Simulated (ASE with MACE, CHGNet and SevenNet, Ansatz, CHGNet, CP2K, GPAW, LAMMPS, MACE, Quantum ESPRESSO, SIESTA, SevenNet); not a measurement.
# Machine-learned potentials runs on glassy 47SiO2-6Al2O3-6FeO-28MgO-6CaO-3Na2O-3K2O (mol %) (87 atoms)

Wanted: machine-learned potentials inputs and outputs for glassy 47SiO2-6Al2O3-6FeO-28MgO-6CaO-3Na2O-3K2O (mol %) (87 atoms), checked against a plane-wave reference.

Main program and level: ASE with MACE, CHGNet and SevenNet; the method is named at each step.

## 1. Set-up

The cell holds 87 atoms: 15 Si, 4 Al, 2 Fe, 9 Mg, 2 Ca, 2 Na, 2 K and 51 O. Its edges and angles: a = 10.375 Å, b = 10.375 Å, c = 10.375 Å, α = 90.0°, β = 90.0°, γ = 90.0°. 87 atoms (15 Si, 4 Al, 2 Fe, 9 Mg, 2 Ca, 2 Na, 2 K, 51 O) placed at random at 2.66 g/cm³, melted at 3000 K for 20 ps at fixed volume with the Buckingham and Coulomb pair potential of Guillot and Sator (Geochim. Cosmochim. Acta 71, 1249 (2007)) with the boron terms of Wang et al. (J. Non-Cryst. Solids 498, 294 (2018)). Quenched from 3000 K to 300 K at 100 K/ps and fixed volume, held 10 ps at zero pressure.

The yardstick, on the same geometry:

```
method                 : Kohn-Sham DFT, PBE, SSSP efficiency 1.3.0 pseudopotentials, plane waves (Quantum ESPRESSO 7.5); sssp-pbe-1.3.0-efficiency, cutoffs 60/480 Ry, Γ point
r.m.s. force component : 1.035 eV/Å
longest force          : 5.955 eV/Å
pressure               : 1.372 GPa
time                   : 39 min on 4 MPI ranks of Arm Neoverse V2, shared host
CPU time               : 2.6 h
```

## 2. MACE MP-0b3 medium potential

Method: machine-learned interatomic potential MACE MP-0b3 medium, trained on PBE(+U) plane-wave data.

run.py reads:

```python
import numpy as np
from ase.io import read
import mlip  # loads the published weights by name

atoms = read("structure.xyz")
atoms.calc = mlip.calc("mace-mp-0b3-medium")
energy = atoms.get_potential_energy()
forces = atoms.get_forces()
print(f"energy {energy:.6f} eV")
print("forces (eV/A)")
for i, (a, f) in enumerate(zip(atoms, forces)):
    print(f"{i:4d} {a.symbol:2s} {f[0]:10.5f} {f[1]:10.5f} {f[2]:10.5f}")
stress = -atoms.get_stress(voigt=False) * 160.21766
print("stress (GPa, compression positive)")
for row in stress:
    print(" ".join(f"{x:10.4f}" for x in row))
```

structure.xyz reads:

```xyz
87
Lattice="10.37482 0.00000 0.00000 0.00000 10.37482 0.00000 0.00000 0.00000 10.37482" Properties=species:S:1:pos:R:3 pbc="T T T"
Si 10.24607 8.71609 6.49879
Si 8.62334 9.40301 1.41170
Si 2.00639 6.80785 5.53019
Si 6.02362 1.88625 3.73265
Si 0.44539 10.30147 9.68396
Si 2.04716 3.68918 5.86893
Si 6.25197 1.58953 9.57814
Si 5.04019 3.86472 0.69408
Si 0.39819 2.69195 0.43128
Si 7.86297 7.81421 8.20078
Si 7.05986 2.15641 6.57224
Si 2.51807 8.37767 0.38262
Si 2.56517 4.31074 9.67089
Si 5.12547 4.73662 6.50844
Si 8.85719 1.79733 2.81541
Al 6.85039 6.97229 5.06841
Al 9.89488 3.60380 7.87708
Al 5.77763 9.23359 2.71405
Al 1.67740 6.16690 2.65440
Fe 5.65469 8.80615 10.27647
Fe 10.34878 6.52203 8.60176
Mg 3.07759 3.23912 3.06638
Mg 4.16933 6.40780 1.23367
Mg 9.59692 7.00881 3.58471
Mg 3.31299 1.09174 0.33490
Mg 5.07422 5.14425 3.50887
Mg 8.39510 10.36030 8.39396
Mg 3.49050 6.59839 8.24062
Mg 7.99255 9.79974 4.65892
Mg 10.02042 1.30308 6.21742
Ca 9.69786 4.41666 4.94651
Ca 8.16882 5.70771 1.68248
Na 5.46525 9.01769 6.81294
Na 7.29443 4.71058 8.61276
K 2.43310 0.03642 3.71834
K 3.39267 10.34847 7.18788
O 1.12629 1.23263 0.13892
O 7.26601 7.34724 6.77330
O 5.45923 0.46780 3.16588
O 8.38182 0.00923 6.39141
O 6.97105 9.18794 1.36294
O 3.95073 4.86942 10.32886
O 2.09416 2.67629 4.60829
O 2.00566 7.11796 1.27807
O 1.56245 3.85508 0.55038
O 9.50634 2.03056 4.32039
O 7.68712 1.11415 10.05943
O 5.96044 3.17148 9.96284
O 1.91872 5.52335 8.82565
O 0.81536 9.89727 5.95930
O 1.49937 9.00151 9.59972
O 8.57614 2.64579 6.97489
O 7.34454 2.38704 2.86086
O 4.13167 2.69756 1.40454
O 5.15546 5.57927 7.96838
O 0.91942 7.33365 6.57857
[... 27 atom lines left out ...]
O 9.36597 8.39686 7.81691
O 5.59763 5.79880 5.32508
O 3.19659 5.31710 2.74777
O 5.88553 4.88882 1.64576
```

Run with:

```
> OMP_NUM_THREADS=1 python run.py > output.txt
```

The log of the run:

```text
energy -600.076929 eV
forces (eV/A)
   0 Si   -0.15820   -1.07311   -5.66478
   1 Si   -0.21102   -1.11525    0.79117
   2 Si    1.58558   -0.31671    0.66461
   3 Si   -0.06643    0.37046   -0.87177
   4 Si    0.71848    1.51090   -0.71824
   5 Si    2.76649    1.04554   -0.87053
   6 Si    0.54124   -1.29315    0.27051
   7 Si   -1.16386   -1.36251    0.85087
   8 Si    0.64338    1.43117   -2.60016
   9 Si   -1.14470   -2.94719    0.08671
  10 Si   -0.55159   -0.12639    0.97006
  11 Si    0.10049    1.73523    1.83633
  12 Si   -1.17294   -1.93751   -0.65414
  13 Si   -1.77567    1.62140    2.49268
  14 Si    1.12881    0.51906    2.09550
  15 Al    2.31381    0.44289   -0.02455
  16 Al   -0.21534    0.24687   -0.83677
  17 Al    0.44242   -2.44504    0.74619
  18 Al    0.22677   -0.60672    0.92822
  19 Fe   -0.75923    0.53288    0.27484
  20 Fe    0.27729   -0.78948   -0.42846
  21 Mg    0.89542    0.94538   -0.60101
  22 Mg   -0.66192   -0.00269    0.11400
  23 Mg    0.51349    1.63377    1.49133
[...]
79 O    -0.02482   -0.21707   -1.34473
  80 O     0.90952   -0.18018   -0.23312
  81 O    -0.47994    0.49788    0.20892
  82 O    -1.07584    0.58914   -0.38455
  83 O     0.73562    0.40135    2.10114
  84 O    -1.39943   -0.90290   -1.11495
  85 O     1.44616   -1.53785    0.50218
  86 O     0.11235    0.78340   -0.06730
stress (GPa, compression positive)
    2.0990    -1.0078    -0.3423
   -1.0078     0.4410     0.5817
   -0.3423     0.5817     2.1100
```

The job ended after 7.6 s (1 thread of Arm Neoverse V2, shared host; peak memory 1.1 GiB).

Banners, paths, timers and routine set-up lines are dropped from the logs unmarked, and long logs keep their key lines alone; longer cuts are marked.

Against the reference:

- r.m.s. force component: 0.9826 eV/Å
- r.m.s. difference of force components: 133.8 meV/Å
- longest difference of force vectors: 895.9 meV/Å
- force difference over r.m.s. force: 12.92 %
- slope of forces against the reference's: 0.942
- correlation of force components: 0.9926
- pressure: 1.55 GPa
- pressure difference: 0.178 GPa

Length of the force difference by element (eV/Å):

```
element  atoms   mean   most
     Al      4   0.27   0.34
     Ca      2   0.14   0.16
     Fe      2   0.50   0.90
      K      2   0.14   0.17
     Mg      9   0.16   0.31
     Na      2  0.091  0.095
      O     51   0.16   0.79
     Si     15   0.24   0.52
```

Local excerpt of 9 atoms (numbers count through the whole input) about Fe20, one of the 2 Fe atoms; x, y, z are measured from there.

```
atom      x      y      z  distance (Å)     Fx     Fy  Fz (eV/Å)
Fe20   0.00   0.00   0.00          0.00  -0.76   0.53       0.27
 O73   1.19   0.17  -1.58          1.98   0.26   0.27      -0.11
 O41   1.32   0.38   1.46          2.00   1.05   0.49      -0.38
 O68  -1.88  -1.09  -0.33          2.20   1.21   0.05      -1.16
 O69  -0.58   2.13  -0.21          2.22  -0.51  -0.20      -0.70
 O71  -0.74  -1.00   2.33          2.64   0.25   0.40      -0.38
Al18   0.12   0.43   2.81          2.85   0.44  -2.45       0.75
Mg23  -1.49  -2.40   1.33          3.12  -0.66   0.00       0.11
 O78  -2.73   0.93   1.31          3.17  -0.20  -0.45      -0.22
```

Atoms are counted from 1 here, from 0 in the log.

Forces lie 13 % from the reference's, at 8.1e-4 times its CPU time (on 1 against 4 cores).

## 3. CHGNet 0.3.0 potential

Method: machine-learned interatomic potential CHGNet 0.3.0, trained on PBE(+U) plane-wave data.

Edit run.py of step 2 so:

```diff
@@ -5,3 +5,3 @@
 atoms = read("structure.xyz")
-atoms.calc = mlip.calc("mace-mp-0b3-medium")
+atoms.calc = mlip.calc("chgnet-0.3.0")
 energy = atoms.get_potential_energy()
```

structure.xyz is that of step 2.

The log of the run:

```text
CHGNet v0.3.0 initialized with 412,525 parameters
CHGNet will run on cpu
energy -641.796692 eV
forces (eV/A)
   0 Si   -0.05840   -0.92474   -5.30954
   1 Si   -0.13467   -1.25403    0.78882
   2 Si    1.61310   -0.44566    0.55409
   3 Si   -0.00713    0.08008   -0.59301
   4 Si    0.68181    1.20334   -0.97039
   5 Si    2.46816    1.00785   -0.68054
   6 Si    0.55115   -1.32112    0.22339
   7 Si   -0.81433   -1.09374    0.56901
   8 Si    0.60853    1.51398   -2.35732
   9 Si   -0.99435   -2.67746    0.08958
  10 Si   -0.49771   -0.11216    0.92668
  11 Si    0.01104    1.50997    1.49703
  12 Si   -1.33150   -1.75730   -0.90932
  13 Si   -1.78002    1.86493    2.52039
  14 Si    1.18694    0.64358    2.20498
  15 Al    1.98764    0.41834    0.07775
  16 Al   -0.19961    0.24982   -0.83076
  17 Al    0.49709   -2.55787    0.72426
  18 Al   -0.09810   -0.62972    0.98910
  19 Fe   -0.74250    0.49699    0.24248
  20 Fe    0.06241   -0.94346   -0.42583
  21 Mg    0.77376    0.77802   -0.36206
  22 Mg   -0.62241    0.20095    0.01525
  23 Mg    0.53500    1.35417    1.37944
[...]
79 O    -0.17810   -0.16826   -1.31745
  80 O     0.83824   -0.19916   -0.35439
  81 O    -0.53128    0.54109    0.18983
  82 O    -1.07108    0.57855   -0.44588
  83 O     0.71383    0.40403    1.90841
  84 O    -1.30926   -0.89864   -1.16524
  85 O     1.42957   -1.49285    0.32868
  86 O     0.04981    0.61119    0.11189
stress (GPa, compression positive)
    1.8749    -1.0308    -0.2406
   -1.0308     0.3014     0.4451
   -0.2406     0.4451     1.5002
```

Run time: 4 s. Hardware: 1 thread; peak memory 1.3 GiB.

Compared with the plane-wave run:

| Quantity | Value |
| --- | --- |
| r.m.s. force component | 0.9478 eV/Å |
| r.m.s. difference of force components | 171.7 meV/Å |
| longest difference of force vectors | 698 meV/Å |
| force difference over r.m.s. force | 16.59 % |
| slope of forces against the reference's | 0.9052 |
| correlation of force components | 0.9889 |
| pressure | 1.226 GPa |
| pressure difference | -0.1465 GPa |

Against the first run (13 %), the force difference from the reference is 17 %, at 0.48 times the CPU time.

## 4. SevenNet 0 potential

Method: machine-learned interatomic potential SevenNet 0, trained on PBE(+U) plane-wave data.

Edit run.py of step 3 so:

```diff
@@ -5,3 +5,3 @@
 atoms = read("structure.xyz")
-atoms.calc = mlip.calc("chgnet-0.3.0")
+atoms.calc = mlip.calc("7net-0")
 energy = atoms.get_potential_energy()
```

structure.xyz is that of step 3.

The log of the run:

```text
energy -600.630432 eV
forces (eV/A)
   0 Si   -0.03247   -0.97823   -5.53829
   1 Si   -0.24404   -1.06708    0.73033
   2 Si    1.57746   -0.34598    0.68493
   3 Si   -0.12815    0.30194   -0.84031
   4 Si    0.67421    1.59475   -0.92035
   5 Si    2.76129    1.15966   -0.80612
   6 Si    0.75509   -1.33394    0.30081
   7 Si   -1.02267   -1.36184    0.71022
   8 Si    0.71664    1.48500   -2.79476
   9 Si   -1.05414   -3.03517   -0.00998
  10 Si   -0.49978   -0.13159    1.09655
  11 Si    0.03624    1.95355    1.85514
  12 Si   -1.31209   -2.28010   -0.88961
  13 Si   -1.86313    1.70077    2.62999
  14 Si    1.31143    0.50923    2.14996
  15 Al    2.34456    0.50805    0.15676
  16 Al   -0.26344    0.32495   -0.75962
  17 Al    0.47456   -2.57587    0.72562
  18 Al    0.05937   -0.64503    1.12719
  19 Fe   -0.70235    0.54354    0.34340
  20 Fe    0.09130   -0.78780   -0.63153
  21 Mg    0.87325    0.89570   -0.51869
  22 Mg   -0.62578    0.06303   -0.07897
  23 Mg    0.46007    1.59564    1.48743
[...]
79 O    -0.11838   -0.18646   -1.40068
  80 O     0.90547   -0.22610   -0.28584
  81 O    -0.47316    0.51329    0.25657
  82 O    -1.03034    0.57508   -0.37969
  83 O     0.44830    0.48088    2.15117
  84 O    -1.42511   -0.97678   -1.20837
  85 O     1.46786   -1.50105    0.37979
  86 O     0.01945    0.71204   -0.01752
stress (GPa, compression positive)
    2.0613    -1.0882    -0.3574
   -1.0882     0.4260     0.4498
   -0.3574     0.4498     1.7360
```

The job ended after 7.2 s (1 thread; peak memory 0.95 GiB).

Against the reference:

```yaml
r_m_s_force_component: 1 eV/Å
r_m_s_difference_of_force_components: 113.1 meV/Å
longest_difference_of_force_vectors: 801.6 meV/Å
force_difference_over_r_m_s_force: 10.93 %
slope_of_forces_against_the_reference_s: 0.9608
correlation_of_force_components: 0.9944
pressure: 1.408 GPa
pressure_difference: 0.0358 GPa
```

Against the first run (13 %), the force difference from the reference is 11 %, at 0.95 times the CPU time.

## 5. Side by side

Differences are against the plane-wave reference, forces as r.m.s. over components; share is that over the reference's r.m.s. force, slope the least-squares factor from reference forces to these. Total energies of different programs have different zeros and aren't compared.

```
                         run  Δ force, r.m.s. (meV/Å)  share (%)  slope  Δ pressure (GPa)  cores  CPU time  memory (GiB)
                   reference                        -          -      -                 -      4     2.6 h           3.8
MACE MP-0b3 medium potential                      134       12.9  0.942             0.178      1     7.6 s           1.1
      CHGNet 0.3.0 potential                      172       16.6  0.905            -0.146      1     3.6 s           1.3
        SevenNet 0 potential                      113       10.9  0.961            0.0358      1     7.2 s          0.95
```

Times of the machine-learned potentials are mostly Python's start and the loading of weights.

CPU time is summed over cores on a shared host, where runs went side by side, so it is rough. Symmetry, cutoffs, thresholds, outputs and thread counts weren't matched or tuned between programs; memory under MPI is the largest rank's times the ranks.

## 6. Outcome

| Quantity | Value |
| --- | --- |
| nearest in forces | SevenNet 0 potential, 11 % |
| its CPU time | 7.2 s |

What this shows: Machine-learned potentials differ by 11 % (SevenNet 0 potential) to 17 % (CHGNet 0.3.0 potential); they were trained on other programs' data, the PBE(+U) sets with a Hubbard term on some transition metals in oxides and fluorides. The reference's pressure holds the uncorrected Pulay stress of its 60 Ry basis, so small pressure differences, and their order, may be the reference's own error. Machine-learned potentials mimic data converged in k, so the reference's own k-point error enters their differences. The quench rate of 100 K/ps is many orders above laboratory rates, so the cell is likely richer in defects and strain than a real sample. The network of bonds at the start is that of the classical potential that made the cell, and needn't be the one that DFT or experiment would give. The electronic-structure runs sample only Γ, in a cell whose shortest periodic width is 10 Å.

[Also dropped from logs without a mark: logging warnings of Python, and SIESTA's first energy breakdown and zero terms.]

[Logs are printed without paths, hosts, clocks, repeated set-up lines and the standing remarks that a program may print on its own settings, such as how far it seeks lower states.]

[Hosts, paths, dates, database ids (printed as entryN), source tags and the programs' standing remarks are cut or masked in the printed files.]
